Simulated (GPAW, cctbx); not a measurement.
# (KCl)2(SnTe)2: what bonding does to one electron reflection, worked out

(KCl)2(SnTe)2, P4/nmm (no. 129, origin choice 1), a = 4.5317 Å, b = 4.5317 Å, c = 13.3326 Å, α = 90.00°, β = 90.00°, γ = 90.00°.

| atom | mult. | x | y | z |
| --- | --- | --- | --- | --- |
| Te1 | 2 | 0 | 1/2 | 0.3853 |
| Sn1 | 2 | 1/2 | 0 | 0.3913 |
| K1 | 2 | 1/2 | 0 | 0.8846 |
| Cl1 | 2 | 0 | 1/2 | 0.8776 |

The cell is a (KCl)2(SnTe)2 superlattice along [001] of the rock-salt type, started at the mean lattice constant and relaxed freely, with no substrate.

A DFT run (GPAW, PBE, 450 eV, 6×6×2 k-points (along the axes of the calculation cell), Fermi–Dirac width 0.1 eV) gives the static X-ray structure factor of 001 as 101.934 e for the conventional cell; superposed free atoms give 102.045 e. **Problem.** Find the Fourier component V of the crystal potential and the two-beam extinction distance at 120 kV in both cases.

## 1. Geometry

The cell volume is Ω = 273.80 Å³ and d(001) = 13.3326 Å, so g = 1/d = 0.0750 Å⁻¹.

## 2. The nuclei

Electrons feel nuclei as well as electrons, so the nuclear charges are summed with the same phases.

Phase sums Σ exp(2πi h·x), turned so that the total is real and positive: Te +1.503, Sn +1.551, K -1.497, Cl -1.437. Then F_Z = 52 × (+1.503) + 50 × (+1.551) + 19 × (-1.497) + 17 × (-1.437) = 102.85 e. The electron term has the same sign for this reflection.

## 3. Mott–Bethe

Poisson's equation, term by term, gives V = (e/4πε₀)(F_Z − F)/(πΩg²), with e/4πε₀ = 14.3996 V Å.

The prefactor is 14.3996 × 13.3326²/(π × 273.80) = 2.97572 V per electron. Free atoms: (102.85 − 102.045) × 2.97572 = 2.394 V. Crystal: (102.85 − 101.934) × 2.97572 = 2.724 V. F changes by -0.11 % and V by +13.8 %: the same 0.11 e is measured against F_Z − F = 0.8 e in place of F = 102.0 e.

## 4. Extinction distance

In the two-beam case ξ = 1/(λU) with U = 2γm₀eV/h², that is ξ = 150.41 V Å²/(γλV).

At 120 kV, λ = 0.03349 Å and γ = 1.2348. Free atoms: ξ = 1519 Å. Crystal: ξ = 1335 Å. The thickness fringes go as sin²(πt/ξ), so the two patterns slip by a quarter of a period when t|1/ξ₁ − 1/ξ₀| = 1/4, at t ≈ 275 nm. Thermal motion, absorption and many-beam coupling, left out here, change a real pattern.

## 5. Answer

V(001) is 2.72 V against 2.39 V, and ξ is 1335 against 1519 Å. Limits: static atoms, two beams.
